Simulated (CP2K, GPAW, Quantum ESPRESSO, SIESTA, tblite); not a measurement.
# Amorphous carbon (160 atoms) in CP2K, part 2 of 2

Wanted: CP2K inputs and outputs for amorphous carbon (160 atoms), checked against a plane-wave reference.

Program: CP2K 2026.2; the method stands at each step. Banners, paths, timers and routine set-up lines are dropped from the logs unmarked, and long logs keep their key lines alone; longer cuts are marked.

So far. Step 2 (PBE, DZVP-UZH, 450/50 Ry, diagonalisation): Forces lie 2.3 % from the reference's, at 0.86 times its CPU time. Step 3 (PBE, SZV-MOLOPT-SR, 450/50 Ry, diagonalisation): Against the first run (2.3 %), the force difference from the reference is 34 %, at 0.38 times the CPU time (on 2 against 4 cores), with 640 basis functions against 2080; this set comes with other potentials too, so the change isn't the basis's alone.

## Step 4: PBE, DZVP-UZH, 157/50 Ry, diagonalisation

Method: Kohn-Sham DFT, PBE, GTH-PBE pseudopotentials, Gaussian and plane waves, DZVP-MOLOPT (UZH set), diagonalisation.

Contents of input.inp:

```
&GLOBAL
  PROJECT cell
  RUN_TYPE ENERGY_FORCE
  PRINT_LEVEL LOW
&END GLOBAL
&FORCE_EVAL
  METHOD QS
  STRESS_TENSOR ANALYTICAL
  &DFT
    BASIS_SET_FILE_NAME BASIS_MOLOPT_UZH
    POTENTIAL_FILE_NAME POTENTIAL_UZH
    &MGRID
      CUTOFF 157
      REL_CUTOFF 50
    &END MGRID
    &QS
      EPS_DEFAULT 1.0E-12
    &END QS
    &SCF
      SCF_GUESS ATOMIC
      EPS_SCF 5.0E-06
      MAX_SCF 200
      ADDED_MOS 72
      &DIAGONALIZATION
        ALGORITHM STANDARD
      &END DIAGONALIZATION
      &SMEAR ON
        METHOD FERMI_DIRAC
        ELECTRONIC_TEMPERATURE [K] 580
      &END SMEAR
      &MIXING
        METHOD BROYDEN_MIXING
        ALPHA 0.15
        NBROYDEN 12
      &END MIXING
      &PRINT
        &RESTART OFF
        &END RESTART
      &END PRINT
    &END SCF
    &XC
      &XC_FUNCTIONAL PBE
      &END XC_FUNCTIONAL
    &END XC
    &PRINT
      &MULLIKEN ON
      &END MULLIKEN
      &HIRSHFELD ON
        SHAPE_FUNCTION DENSITY
      &END HIRSHFELD
      &MO ON
        EIGENVALUES T
        OCCUPATION_NUMBERS T
        MO_INDEX_RANGE 309 332
        &EACH
          QS_SCF 0
        &END EACH
        ADD_LAST NUMERIC
      &END MO
    &END PRINT
  &END DFT
  &SUBSYS
    &CELL
      A 12.34060 0.00000 0.00000
      B 0.00000 12.34060 0.00000
      C 0.00000 0.00000 12.34060
    &END CELL
    &COORD
[... 160 atom lines left out: the same atoms as in the first run ...]
    &END COORD
    &KIND C
      BASIS_SET DZVP-MOLOPT-PBE-GTH-q4
      POTENTIAL GTH-PBE-q4
    &END KIND
  &END SUBSYS
  &PRINT
    &FORCES ON
    &END FORCES
    &STRESS_TENSOR ON
    &END STRESS_TENSOR
  &END PRINT
&END FORCE_EVAL
```

Command:

```bash
$ OMP_NUM_THREADS=1 mpirun -np 4 cp2k.psmp -i input.inp > output.txt
```

Numbers of over 12 decimals in the logs are rounded to 6 here.

The program printed:

```text
CP2K| version string:                                       CP2K version 2026.2
 CP2K| Input file name                                                 input.inp
 GLOBAL| Basis set file name                                    BASIS_MOLOPT_UZH
 GLOBAL| Potential file name                                       POTENTIAL_UZH
[... lines left out ...]
 Number of electrons:                                                        640
[... lines left out ...]
  Step     Update method      Time    Convergence         Total energy    Change
[... lines left out ...]
  *** SCF run converged in    26 steps ***
[... lines left out ...]
  Fermi energy:                                                 0.108795
  Total energy:                                              -904.846454
  Total energy (extrapolated to T->0):                       -904.839081
[... lines left out ...]
 MO| E(Fermi):            0.108795 a.u.          2.960464 eV
[... lines left out ...]
 ENERGY| Total FORCE_EVAL ( QS ) energy [hartree]           -904.846652
[... lines left out ...]
 FORCES|      1 -2.54219182E-03 -4.94329301E-02 -4.62001209E-03   4.97133969E-02
 FORCES|      2  1.47472205E-02  2.05018576E-02 -5.45970082E-03   2.58382470E-02
 FORCES|      3 -6.81917681E-02  1.89763521E-02 -1.12996381E-01   1.33335671E-01
[...]
FORCES|    159 -2.48501518E-02 -3.32050479E-02 -1.41265309E-02   4.38139718E-02
 FORCES|    160  3.27874280E-02  1.23388109E-02  3.40290126E-02   4.88388717E-02
 FORCES| Sum    -7.90733812E-05 -6.41972763E-03  1.14203661E-03
 FORCES| Total atomic force                                       6.52099709E-03
 STRESS| Analytical stress tensor [bar]
 STRESS|                        x                   y                   z
 STRESS|      x       -1.02862717352E+05   2.09941448843E+03  -4.95261436107E+03
 STRESS|      y        2.09941448843E+03  -1.12036443823E+05  -1.87438079071E+04
 STRESS|      z       -4.95261436107E+03  -1.87438079071E+04  -6.15757698672E+04
 STRESS| 1/3 Trace                                            -9.21583103476E+04
```

Run time: 3.8 min. Hardware: 4 MPI ranks of Arm Neoverse V1, shared host; peak memory 2.2 GiB.

Compared with the plane-wave run:

```
r.m.s. force component                          : 2.052 eV/Å
r.m.s. difference of force components           : 60.11 meV/Å
longest difference of force vectors             : 217.1 meV/Å
force difference over r.m.s. force              : 2.976 %
slope of forces against the reference's         : 1.016
correlation of force components                 : 0.9997
pressure                                        : -9.216 GPa
pressure difference                             : 0.8942 GPa
energy less the same-level run's                : -0.8058 meV/atom
r.m.s. force difference from the same-level run : 33.03 meV/Å
```

This is a coarse setting, run to see what it loses.

Against the first run (2.3 %), the force difference from the reference is 3.0 %, at 0.86 times the CPU time: the grid matters here.

## Step 5: Side by side

Differences are against the plane-wave reference, forces as r.m.s. over components; share is that over the reference's r.m.s. force, slope the least-squares factor from reference forces to these. Total energies of different programs have different zeros and aren't compared.

| run | Δ force, r.m.s. (meV/Å) | share (%) | slope | Δ pressure (GPa) | cores | CPU time | memory (GiB) |
| --- | --- | --- | --- | --- | --- | --- | --- |
| reference | - | - | - | - | 4 | 21 min | 7.0 |
| CP2K PBE, DZVP-UZH, 450/50 Ry, diagonalisation | 47.2 | 2.34 | 1.014 | 0.868 | 4 | 18 min | 4.8 |
| CP2K PBE, SZV-MOLOPT-SR, 450/50 Ry, diagonalisation (coarse) | 680 | 33.7 | 1.304 | 5.72 | 2 | 6.8 min | 3.4 |
| CP2K PBE, DZVP-UZH, 157/50 Ry, diagonalisation (coarse) | 60.1 | 2.98 | 1.016 | 0.894 | 4 | 15 min | 2.2 |

Rows marked coarse were listed beforehand as settings not expected to be converged; some can still land near the reference.

CPU time is summed over cores on a shared host, where runs went side by side, so it is rough. Symmetry, cutoffs, thresholds, outputs and thread counts weren't matched or tuned between programs; memory under MPI is the largest rank's times the ranks.

Within one program, basis, potentials and functional, energies share a zero. Each run against its twin at the usual cutoff or grid and solver:

| run | twin | Δ energy (meV/atom) | Δ force, r.m.s. (meV/Å) | CPU time over the twin's |
| --- | --- | --- | --- | --- |
| CP2K PBE, DZVP-UZH, 157/50 Ry, diagonalisation | DZVP-UZH, 450/50 Ry, diagonalisation | -0.806 | 33.0 | 0.86 |

A second geometry, displaced anew (every atom was moved at random, 0.08 Å r.m.s. a Cartesian component), gives an energy difference that all programs can be tested on. The reference puts it at 180.2 meV/atom.

| run | energy less the first geometry's (meV/atom) | error (meV/atom) | force share at the second geometry (%) |
| --- | --- | --- | --- |
| CP2K PBE, DZVP-UZH, 450/50 Ry, diagonalisation | 183.9 | 3.68 | 2.00 |
| CP2K PBE, SZV-MOLOPT-SR, 450/50 Ry, diagonalisation | 236.5 | 56.2 | 30.8 |
| CP2K PBE, DZVP-UZH, 157/50 Ry, diagonalisation | 184.1 | 3.89 | 2.13 |

## Step 6: Summary of results

| Item | Value |
| --- | --- |
| nearest in forces | CP2K PBE, DZVP-UZH, 450/50 Ry, diagonalisation, 2.3 % |
| its CPU time | 18 min |

**Reading.** The PBE run in local orbitals, coarse settings apart, differs by 2.3 % (CP2K PBE, DZVP-UZH, 450/50 Ry, diagonalisation); basis, grid and potentials can all enter. Runs with settings chosen to be coarse differ by 3.0 % (CP2K PBE, DZVP-UZH, 157/50 Ry, diagonalisation) to 34 % (CP2K PBE, SZV-MOLOPT-SR, 450/50 Ry, diagonalisation), their programs' other errors included. One electronic-structure run takes under half the reference's CPU time: CP2K PBE, SZV-MOLOPT-SR, 450/50 Ry, diagonalisation, at 34 % in 6.8 min against 21 min; its pressure misses by +5.7 GPa. CP2K PBE, SZV-MOLOPT-SR, 450/50 Ry, diagonalisation stiffens the forces by a factor of 1.30 while following their directions (correlation 0.994); the slopes of the 3 CP2K runs lie between 1.01 and 1.30. In pressure, CP2K PBE, SZV-MOLOPT-SR, 450/50 Ry, diagonalisation misses by +5.7 GPa, at the same functional. The energy difference between the two geometries, 180 meV/atom in the reference, is met best by CP2K PBE, DZVP-UZH, 450/50 Ry, diagonalisation (+3.68) and worst by CP2K PBE, SZV-MOLOPT-SR, 450/50 Ry, diagonalisation (coarse) (+56.2). Forces of 2.0 eV/Å r.m.s. are well above thermal ones: they come largely from the bond lengths of the classical model and from the random displacements, and they dominate the comparison. The reference's pressure holds the uncorrected Pulay stress of its 45 Ry basis, so small pressure differences, and their order, may be the reference's own error. The quench rate of 500 K/ps is many orders above laboratory rates, so the cell is likely richer in defects and strain than a real sample. The network of bonds at the start is that of the classical potential that made the cell, and needn't be the one that DFT or experiment would give. The reference's stress is far from hydrostatic: its diagonal is -11.1, -12.1, -7.1 GPa, compression counted positive. The electronic-structure runs sample only Γ, in a cell whose shortest periodic width is 12 Å, which is coarse for a cell with partly filled levels.

[Also dropped from logs without a mark: logging warnings of Python, and SIESTA's first energy breakdown and zero terms.]

[Logs are printed without paths, hosts, clocks, repeated set-up lines and the standing remarks that a program may print on its own settings, such as how far it seeks lower states.]

[Hosts, paths, dates, database ids (printed as entryN), source tags and the programs' standing remarks are cut or masked in the printed files.]
